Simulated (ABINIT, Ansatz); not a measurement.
## TiNF (Pmmn): one start, several treatments of the self-energy

The structure is orthorhombic, space group Pmmn (No. 59). The conventional cell has a = 3.062 Å, b = 3.964 Å, c = 7.871 Å, α = 90.00°, β = 90.00°, γ = 90.00°. Ti has 4 N at 2.01 Å and 2 F at 2.04 Å nearest. Nearest to N lie 4 Ti at 2.01 Å. Nearest to F lie 2 Ti at 2.04 Å. Farther neighbours, and contacts between anions beyond the nearest, are not listed.

```yaml
method: RPA screening on LDA, plane waves, norm-conserving pseudopotentials (and 3 further levels or steps)
program: ABINIT 10.8.3
settings: cutoff 38 Ha, PseudoDojo scalar-relativistic 0.4.1 standard, norm-conserving, ngkpt (4, 2, 1), nband 87, ecuteps 4.2 Ha, inclvkb 2, shiftk (0, 0, 0), symchi 1, awtr 1, frequency ppm, 4×2×1 k-mesh
cost: 6 runs, 3.1 min in all on 4 MPI ranks of Arm Neoverse V1, shared host
notes: The program’s warnings: nkpt*nsppol () is not a multiple of nproc spkpt (). The cell and positions are those that the Materials Project relaxed with its own functionals (PBE, PBE+U or r2SCAN), kept fixed. The 4×2×1 mesh is coarse for this cell, which bears on the long-range parts of exchange and screening.
g0w0_godby_needs_plasmon_pole: 1.690 eV
g0w0_von_der_linden_horsch_plasmon_pole: 1.833 eV
g0w0_hybertsen_louie_plasmon_pole: 2.242 eV
one_shot_hartree_fock: 10.282 eV
known_limits: short of the basis limit; coarse k mesh
```

G0W0, von der Linden-Horsch plasmon pole: +0.143 eV against G0W0, Godby-Needs plasmon pole. G0W0, Hybertsen-Louie plasmon pole: +0.552 eV against G0W0, Godby-Needs plasmon pole.

[Long decimals in the printed logs are rounded to 6 places.]

[Logs are printed without paths, hosts, clocks, repeated set-up lines and the standing remarks that a program may print on its own settings, such as how far it seeks lower states.]

[Paths, hosts, dates, memory and timing lines, banners, echoed tables and standing remarks are left out of the program output; an Ansatz launch command may be rebuilt from the run's recorded settings. Measured values are a selection of at most five: reports struck by readers or far from the other reports are left out. None is set beside runs whose start may be inverted or whose files or cutoffs have a known fault.]

[Runs of the session that timed out or met a known fault of the program may be left out.]

[Hosts, paths, dates, database ids (printed as entryN), source tags and the programs' standing remarks are cut or masked in the printed files.]

[G0W0 gaps are taken among the corrected bands and points alone; a level outside them can change the order at an edge.]

[Where Ansatz stands beside ABINIT at settings called matched, ABINIT's density can come from a denser mesh and the files from another edition; pairs whose starting gaps differed by over 0.03 eV were left out, so agreement reads better than it is.]
